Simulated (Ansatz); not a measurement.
# S on Mg(0001): change of the work function

How does S on the fcc site change the work function of Mg(0001) as the layer fills?

Main program and level: Ansatz 0.2.0; plane-wave DFT, PBE, Ansatz PAW.

Report form: the programs' logs are mostly left out.

## Step 1: Set-up

The cell holds 4 atoms: 4 Mg. Its edges and angles: a = 3.210 Å, b = 3.210 Å, c = 25.820 Å, α = 90.0°, β = 90.0°, γ = 60.0°. Vacuum lies along c.

## Step 2: The clean slab

The bare slab comes first, as the zero from which every change is counted. The two lowest layers are held at bulk places and the upper ones relax. The dipole correction removes the false field that a one-sided slab makes across the periodic vacuum, so each face gets a flat vacuum level of its own.

File input.yaml:

```yaml
crystal:
  lattice:
    - [3.21, 0.0, 0.0]
    - [1.605, 2.7799415461, 0.0]
    - [0.0, 0.0, 25.81956]
  atoms:
    - { symbol: Mg, position: [0.6666666667, 0.6666666667, 0.3485729424] }
    - { symbol: Mg, position: [0.0, 0.0, 0.4495243141] }
    - { symbol: Mg, position: [0.6666666667, 0.6666666667, 0.5504756859] }
    - { symbol: Mg, position: [0.0, 0.0, 0.6514270576] }
kpoints:
  mp_grid: { grid: [12, 12, 1] }
hamiltonian:
  xc: pbe
scf:
  occupations: { method: fermi_dirac, width: 0.1 }
  convergence: { dr2_threshold: 1.0e-08 }
efield:
  axis: 3
  dipole_correction: true
  ramp_position: 0.97
  ramp_width: 0.06
relax:
  f_tol: 0.02
  max_steps: 60
  constraints: [{ sites: [0, 1] }]
output:
  write_potential: true
  write_density: true
  volumetric_format: npy
```

Command:

```sh
$ ansatz run input.yaml --threads 2 --pin off --max-ram 3072MiB --backend cpu --events-out ev --progress --plain --runs-dir out
```

Wall time 8 s (2 threads of Arm Neoverse V1, shared host); peak memory 0.43 GiB; 15 s of CPU time.

Step by step:

```tsv
step	energy less that of the first step (eV)	largest force component (eV/Å)
1	0.0000	0.0442
2	-0.0007	0.0154
```

Forces are held to the 6 operations that the run works with; a distortion that breaks them can't arise in this run.

The atoms that moved most (Å):

```tsv
atom	dx	dy	dz	length
Mg4	0.000	0.000	0.029	0.029
Mg3	0.000	0.000	0.005	0.005
```

Final coordinates:

```xyz
4
Lattice="3.2100 0.0000 0.0000 1.6050 2.7799 0.0000 0.0000 0.0000 25.8196" Properties=species:S:1:pos:R:3
Mg    3.2100    1.8533    9.0000
Mg    0.0000    0.0000   11.6065
Mg    3.2100    1.8533   14.2181
Mg    0.0000    0.0000   16.8482
```

This step gave:

* energy at zero smearing: -7694.5790 eV
* work function, upper face: 3.787 eV
* dipole along the normal: 2.19e-4 e·Å

Running mean over 2.60652 Å of the planar mean; the ramp of the sawtooth is left out. The electron's electrostatic potential energy less the Fermi level by z:

```tsv
z (Å)	electron's electrostatic potential energy less the Fermi level (eV)
3.5	3.79
4.0	3.79
4.5	3.79
5.0	3.78
5.5	3.74
6.0	3.64
6.5	3.35
7.0	2.60
7.5	0.686
8.0	-2.09
8.5	-3.58
9.0	-4.02
9.5	-4.07
10.0	-4.04
10.5	-4.02
11.0	-4.01
11.5	-4.00
12.0	-3.99
12.5	-3.98
13.0	-3.98
13.5	-3.99
14.0	-4.00
14.5	-3.99
15.0	-3.95
15.5	-3.89
16.0	-3.97
16.5	-4.06
17.0	-3.95
17.5	-3.30
18.0	-1.31
18.5	1.45
19.0	2.90
19.5	3.47
20.0	3.68
20.5	3.75
21.0	3.78
21.5	3.78
22.0	3.79
22.5	3.79
```

The relaxation took 2 steps and lowered the energy by 7.4e-4 eV; the largest force on the free atoms ends at 0.015 eV/Å.

The work function of the upper face is 3.79 eV.

## Step 3: The covered slab, k-mesh 6×6×1, coverage 0.25 ML

System of this step: S/Mg(0001). The cell holds 17 atoms: 16 Mg and 1 S. Its edges and angles: a = 6.420 Å, b = 6.420 Å, c = 27.576 Å, α = 90.0°, β = 90.0°, γ = 60.0°. Vacuum lies along c.

The clean slab as it ended is repeated in the plane and the adsorbate is set on one face; the cell's size fixes the coverage, and the k-mesh shrinks with it to keep the sampling density about even. Adsorbate and upper layers relax, since the dipole depends on the height.

File input.yaml:

```yaml
crystal:
  lattice:
    - [6.4199999999, 0.0, 0.0]
    - [3.21, 5.5598830922, 0.0]
    - [0.0, 0.0, 27.5760900367]
  atoms:
    - { symbol: Mg, position: [0.3333333333, 0.3333333333, 0.3263696916] }
    - { symbol: Mg, position: [0.0, 0.0, 0.4208907058] }
    - { symbol: Mg, position: [0.3333333333, 0.3333333333, 0.5155965703] }
    - { symbol: Mg, position: [0.0, 0.0, 0.6109730104] }
    - { symbol: Mg, position: [0.3333333333, 0.8333333333, 0.3263696916] }
    - { symbol: Mg, position: [0.0, 0.5, 0.4208907058] }
    - { symbol: Mg, position: [0.3333333333, 0.8333333333, 0.5155965703] }
    - { symbol: Mg, position: [0.0, 0.5, 0.6109730104] }
    - { symbol: Mg, position: [0.8333333333, 0.3333333333, 0.3263696916] }
    - { symbol: Mg, position: [0.5, 0.0, 0.4208907058] }
    - { symbol: Mg, position: [0.8333333333, 0.3333333333, 0.5155965703] }
    - { symbol: Mg, position: [0.5, 0.0, 0.6109730104] }
    - { symbol: Mg, position: [0.8333333333, 0.8333333333, 0.3263696916] }
    - { symbol: Mg, position: [0.5, 0.5, 0.4208907058] }
    - { symbol: Mg, position: [0.8333333333, 0.8333333333, 0.5155965703] }
    - { symbol: Mg, position: [0.5, 0.5, 0.6109730104] }
    - { symbol: S, position: [0.1666666667, 0.1666666667, 0.6736303084] }
kpoints:
  mp_grid: { grid: [6, 6, 1] }
hamiltonian:
  xc: pbe
scf:
  occupations: { method: fermi_dirac, width: 0.1 }
  convergence: { dr2_threshold: 1.0e-08 }
efield:
  axis: 3
  dipole_correction: true
  ramp_position: 0.97
  ramp_width: 0.06
relax:
  f_tol: 0.02
  max_steps: 60
  constraints: [{ sites: [0, 1, 4, 5, 8, 9, 12, 13] }]
output:
  dos: { projected: true, e_range: [-8, 4] }
  write_potential: true
  write_density: true
  volumetric_format: npy
  elf: true
```

Elapsed: 2.6 min, on 2 threads; peak memory 1.7 GiB; 5.1 min of CPU time.

Step by step:

```tsv
step	energy less that of the first step (eV)	largest force component (eV/Å)
1	0.0000	1.1101
2	-0.1094	0.3471
3	-0.1195	0.3039
4	-0.1319	0.0206
5	-0.1320	0.0012
```

The run keeps the 6 symmetry operations that it works with, so distortions that break them were not tested.

The atoms that moved most (Å):

```tsv
atom	dx	dy	dz	length
Mg16	0.000	0.000	-0.205	0.205
S17	0.000	0.000	-0.152	0.152
Mg8	0.000	0.030	0.054	0.062
Mg12	0.026	-0.015	0.054	0.062
Mg4	-0.026	-0.015	0.054	0.062
Mg15	0.000	0.000	0.048	0.048
Mg11	0.016	-0.009	-0.036	0.041
Mg7	0.000	0.019	-0.036	0.041
```

The relaxed structure:

```cif
data_structure
_symmetry_space_group_name_H-M 'P 1'
_symmetry_Int_Tables_number 1
_cell_length_a 6.4200
_cell_length_b 6.4200
_cell_length_c 27.5761
_cell_angle_alpha 90.000
_cell_angle_beta 90.000
_cell_angle_gamma 60.000
_cell_volume 984.31
loop_
_atom_site_label
_atom_site_type_symbol
_atom_site_fract_x
_atom_site_fract_y
_atom_site_fract_z
_atom_site_occupancy
Mg1 Mg 0.33333 0.33333 0.32637 1
Mg2 Mg 0.00000 0.00000 0.42089 1
Mg3 Mg 0.33165 0.33165 0.51428 1
Mg4 Mg 0.99734 0.99734 0.61293 1
Mg5 Mg 0.33333 0.83333 0.32637 1
Mg6 Mg 0.00000 0.50000 0.42089 1
Mg7 Mg 0.33165 0.83670 0.51428 1
Mg8 Mg 0.99734 0.50532 0.61293 1
Mg9 Mg 0.83333 0.33333 0.32637 1
Mg10 Mg 0.50000 0.00000 0.42089 1
Mg11 Mg 0.83670 0.33165 0.51428 1
Mg12 Mg 0.50532 0.99734 0.61293 1
Mg13 Mg 0.83333 0.83333 0.32637 1
Mg14 Mg 0.50000 0.50000 0.42089 1
Mg15 Mg 0.83333 0.83333 0.51734 1
Mg16 Mg 0.50000 0.50000 0.60355 1
S17 S 0.16667 0.16667 0.66813 1
```

Numbers from this step:

| Item | Value |
| --- | --- |
| energy at zero smearing | -31682.3755 eV |
| work function, upper face | 4.799 eV |
| work function, lower face | 3.751 eV |
| dipole along the normal | -0.2069 e·Å |
| step between the vacuum levels | 1.049 eV |

Running mean over 2.60652 Å of the planar mean; the ramp of the sawtooth is left out. Table of electron's electrostatic potential energy less the Fermi level by z:

```tsv
z (Å)	electron's electrostatic potential energy less the Fermi level (eV)
3.5	3.75
4.0	3.75
4.5	3.74
5.0	3.73
5.5	3.70
6.0	3.60
6.5	3.31
7.0	2.56
7.5	0.657
8.0	-2.11
8.5	-3.59
9.0	-4.02
9.5	-4.07
10.0	-4.03
10.5	-4.02
11.0	-4.02
11.5	-4.02
12.0	-4.03
12.5	-4.05
13.0	-4.07
13.5	-4.04
14.0	-4.02
14.5	-4.01
15.0	-3.98
15.5	-3.88
16.0	-3.94
16.5	-4.13
17.0	-4.38
17.5	-4.10
18.0	-2.24
18.5	0.553
19.0	2.24
19.5	3.30
20.0	4.13
20.5	4.62
21.0	4.76
21.5	4.79
22.0	4.80
22.5	4.80
23.0	4.80
23.5	4.80
24.0	4.80
```

The density of states has structure finer than the step of the table below, so its rows give means over 0.25 eV, whole bins alone (the curve runs from -8 to 1.98 eV). Peaks (eV: height): -2.800: 17.4, -2.500: 30.4, -1.650: 14.9, -1.530: 13.3, -0.540: 12.9, -0.180: 17.3, 1.080: 14.2.

Density of states against energy, zero at the Fermi level; means over each step:

energy (eV), density of states (states/eV a cell) and a bar:
```
    -6.75        0.0 
    -6.50        0.9 ###
    -6.25        1.5 ####
    -6.00        1.5 ####
    -5.75        1.8 #####
    -5.50        3.6 ###########
    -5.25        3.1 #########
    -5.00        3.4 ##########
    -4.75        3.0 #########
    -4.50        2.0 ######
    -4.25        6.6 ###################
    -4.00        5.5 ################
    -3.75        5.2 ###############
    -3.50        7.6 ######################
    -3.25        8.4 ########################
    -3.00        6.4 ###################
    -2.75        7.7 ######################
    -2.50       10.3 ##############################
    -2.25        5.8 #################
    -2.00        4.8 ##############
    -1.75        8.5 #########################
    -1.50        7.6 ######################
    -1.25        5.1 ###############
    -1.00        7.3 #####################
    -0.75        6.3 ##################
    -0.50        8.5 #########################
    -0.25        8.9 ##########################
     0.00        7.0 ####################
     0.25        7.7 ######################
     0.50        6.5 ###################
     0.75        5.1 ###############
     1.00       10.1 ##############################
     1.25        8.7 #########################
     1.50        8.3 ########################
     1.75        8.6 #########################
```

Projected DOS per atom over height of the atomic layer and energy from the Fermi level. Layers: Mg4 Mg4 Mg4 Mg4 S from below.

Ten even steps from '0' (0.00 states/eV) to '9' (3.16 states/eV), each cell a mean:
```
00000
00000
00000
00000
00000
00001
00001
10002
00002
11006
00106
00019
00004
10011
00000
00000
00000
00000
00000
00000
00000
00000
```
Columns: height of the atomic layer (Å) from 9 to 18.4 (not evenly spaced); rows upwards: energy from the Fermi level (eV) from -7.96 to 1.95.

Electrostatic potential energy in the ca plane at fractional y = 0.000, with atoms of Mg within 0.2 Å of it. With pseudopotentials it is smooth inside the atoms' cores, unlike the true potential.

Ten even steps from '0' (-49 eV) to '9' (4 eV), each cell a mean:
```
99872004799999999850006899999999999999999999
99986457899999999875357899999999999999999999
89998888999888899988888999999999999999999999
89999999999877889999999999999999999999999999
89999999999877889999999999999999999999999999
89998888999888899988788999999999999999999999
99986447899999999875357899999999999999999999
99872004799999999850016899999999999999999999
99861003799999999840006899999999999999999999
99874125899999999863137899999999999999999999
99987678899888999987778999999999999999999999
89999889999888899998889888999999999999999999
89999999998877899999999878999999999999999999
89999889999888899998889888999999999999999999
99987678899888999987778999999999999999999999
99874125899999999863137899999999999999999999
99861003799999999840006899999999999999999999
```
Columns run along c (16.0 Å, from fractional 0.35 to 0.93 of the cell; values clipped at the 3rd and 97th percentile), rows up along a (6.4 Å). Atoms in or near the plane, at fractional coordinates: Mg at (0.42, 0.00), Mg at (0.61, 0.00), Mg at (0.42, 0.50), Mg at (0.61, 0.51).

Valence density in the ca plane at fractional y = 0.000, with atoms of Mg within 0.2 Å of it. It is the smooth field of the valence electrons, not physical close to the nuclei.

Values in e/Å³, 9 rows by 16 columns, each cell a mean:
```
 0  2  4  0  0  0  0  7  0  0  0  0  0  0  0  0
 0  0  0  0  0  0  0  0  0  0  0  0  0  0  0  0
 0  0  0  0  0  0  0  0  0  0  0  0  0  0  0  0
 0  1  2  0  0  0  0  3  0  0  0  0  0  0  0  0
 0  5 10  0  0  0  1 13  0  0  0  0  0  0  0  0
 0  0  1  0  0  0  0  1  0  0  0  0  0  0  0  0
 0  0  0  0  0  0  0  0  0  0  0  0  0  0  0  0
 0  0  0  0  0  0  0  0  0  0  0  0  0  0  0  0
 0  4  8  0  0  0  1 10  0  0  0  0  0  0  0  0
```
Columns run along c (16.0 Å, from fractional 0.35 to 0.93 of the cell), rows up along a (6.4 Å). Atoms in or near the plane, at fractional coordinates: Mg at (0.42, 0.00), Mg at (0.61, 0.00), Mg at (0.42, 0.50), Mg at (0.61, 0.51).

ELF in the ca plane at fractional y = 0.000, with atoms of Mg within 0.2 Å of it. It is the smooth field of the valence electrons, not physical close to the nuclei.

Ten even steps from '0' (0.00) to '9' (0.84), each cell a mean:
```
76314442157777775124341011100000000000000000
66511221256655665302320110000000000000000000
45542113565311245532123421000000000000000000
24566666554100134567788741000000000000000000
24566656554100135567788641000000000000000000
45542112565321245532123421000000000000000000
66411321256665665312320110000000000000000000
76314442157777775124341011100000000000000000
76314343157778776124341244321000000000000000
76412441157777776213431587653100000000000000
56531111466433566410115999874210000000000000
35554335664100256432258999986310000000000000
24566666653000145433468999986420000000000000
35554345664100256432258999986310000000000000
56521111466433566410115999874210000000000000
76412441157777776213431587653100000000000000
76314333157788775124241144321000000000000000
```
Columns run along c (16.0 Å, from fractional 0.35 to 0.93 of the cell), rows up along a (6.4 Å). Atoms in or near the plane, at fractional coordinates: Mg at (0.42, 0.00), Mg at (0.61, 0.00), Mg at (0.42, 0.50), Mg at (0.61, 0.51).

The relaxation took 5 steps and lowered the energy by 0.13 eV; the largest force on the free atoms ends at 0.0012 eV/Å.

By hand: a sheet of dipoles makes a step −p/(ε₀A) in the electron's potential. With e/ε₀ = 180.95 V·Å, p = -0.2069 e·Å and A = 35.69 Å², that is −180.95 × (-0.2069) / 35.69 = +1.049 eV, and the two vacuum levels of the run differ by +1.049 eV.

The covered face has 4.80 eV, +1.01 eV against the clean one; the bare back face has moved by -0.04 eV, a measure of how thin the slab is.

## Step 4: Adsorbate added, k-mesh 12×12×1, coverage 1 ML

System of this step: S/Mg(0001). The cell holds 5 atoms: 4 Mg and 1 S. Its edges and angles: a = 3.210 Å, b = 3.210 Å, c = 27.576 Å, α = 90.0°, β = 90.0°, γ = 60.0°. Vacuum lies along c.

Another coverage, to see how the dipoles act on each other as their distance changes.

input.yaml, the sections that differ from step 3:

```yaml
crystal:
  lattice:
    - [3.21, 0.0, 0.0]
    - [1.605, 2.7799415461, 0.0]
    - [0.0, 0.0, 27.5760900367]
  atoms:
    - { symbol: Mg, position: [0.6666666667, 0.6666666667, 0.3263696916] }
    - { symbol: Mg, position: [0.0, 0.0, 0.4208907058] }
    - { symbol: Mg, position: [0.6666666667, 0.6666666667, 0.5155965703] }
    - { symbol: Mg, position: [0.0, 0.0, 0.6109730104] }
    - { symbol: S, position: [0.3333333333, 0.3333333333, 0.6736303084] }
kpoints:
  mp_grid: { grid: [12, 12, 1] }
relax:
  f_tol: 0.02
  max_steps: 60
  constraints: [{ sites: [0, 1] }]
output:
  write_potential: true
  write_density: true
  volumetric_format: npy
# hamiltonian, scf, efield: as in step 3
```

It took 19 s on 2 threads; peak memory 0.46 GiB.

Step by step:

```tsv
step	energy less that of the first step (eV)	largest force component (eV/Å)
1	0.0000	0.8405
2	-0.0645	0.4544
3	-0.0847	0.0455
4	-0.0849	0.0026
```

Forces are held to the 6 operations that the run works with; a distortion that breaks them can't arise in this run.

The atoms that moved most (Å):

```tsv
atom	dx	dy	dz	length
S5	0.000	0.000	-0.109	0.109
Mg4	0.000	0.000	0.083	0.083
Mg3	0.000	0.000	-0.011	0.011
```

The relaxed structure:

```xyz
5
Lattice="3.2100 0.0000 0.0000 1.6050 2.7799 0.0000 0.0000 0.0000 27.5761" Properties=species:S:1:pos:R:3
Mg    3.2100    1.8533    9.0000
Mg    0.0000    0.0000   11.6065
Mg    3.2100    1.8533   14.2067
Mg    0.0000    0.0000   16.9315
S     1.6050    0.9266   18.4669
```

This step gave:

* energy at zero smearing: -8597.3674 eV
* work function, upper face: 6.170 eV
* work function, lower face: 3.750 eV
* dipole along the normal: -0.1194 e·Å
* step between the vacuum levels: 2.420 eV

Running mean over 2.60652 Å of the planar mean; the ramp of the sawtooth is left out. Electron's electrostatic potential energy less the Fermi level against z:

```tsv
z (Å)	electron's electrostatic potential energy less the Fermi level (eV)
4	3.75
5	3.73
6	3.60
7	2.58
8	-2.08
9	-3.99
10	-4.00
11	-4.00
12	-4.01
13	-4.06
14	-4.01
15	-3.78
16	-3.59
17	-5.32
18	-5.68
19	-0.730
20	3.84
21	6.05
22	6.17
23	6.17
24	6.17
```

The relaxation took 4 steps and lowered the energy by 0.085 eV; the largest force on the free atoms ends at 0.0026 eV/Å.

The covered face has 6.17 eV, +2.38 eV against the clean one; the bare back face has moved by -0.04 eV, a measure of how thin the slab is.

## Step 5: Work function against coverage

This step: plane-wave DFT, PBE, Ansatz PAW; work function against coverage (Ansatz 0.2.0).

The runs are now put side by side.

Numbers from this step:

```yaml
work_function_of_the_clean_face: 3.787 eV
largest_change_of_the_work_function: 2.383 eV
```

Table of work function of the covered face by coverage:

```tsv
coverage (adsorbates/nm²)	work function of the covered face (eV)
0.00	3.79
2.80	4.80
11.21	6.17
```

The dipole per adsorbate comes from the change of the cell's dipole. Coverage, by row:

```tsv
coverage (1/nm²)	coverage (ML)	work function (eV)	change (eV)	dipole per adsorbate, positive end outwards (debye)	mean height of the added atoms over the highest substrate atom (Å)
2.802	0.25	4.799	1.012	-0.998	1.522
11.21	1	6.17	2.383	-0.574	1.535
```

## Step 6: Summary of results

- work function of the clean face: 3.79 eV
- work function at 0.25 ML: 4.80 eV
- work function at 1 ML: 6.17 eV
- dipole per adsorbate at 0.25 ML, positive end outwards: -1.00 D

In words: S raises the work function of Mg(0001) at the lowest coverage, by 1.01 eV: the adsorbate layer has its negative end outwards. The slab has 4 layers, at the tabulated experimental lattice constant, one starting site was run, and quantum-size effects of a slab this thin can reach one or two tenths of an eV.

[Logs are printed without paths, hosts, clocks, repeated set-up lines and the standing remarks that a program may print on its own settings, such as how far it seeks lower states.]

[Hosts, paths, dates, database ids (printed as entryN), source tags and the programs' standing remarks are cut or masked in the printed files.]

[Maps of the electrostatic potential energy from Ansatz leave out the sawtooth potential of an applied field or a dipole correction, so their vacuum need not be flat; planar profiles and work functions include it.]
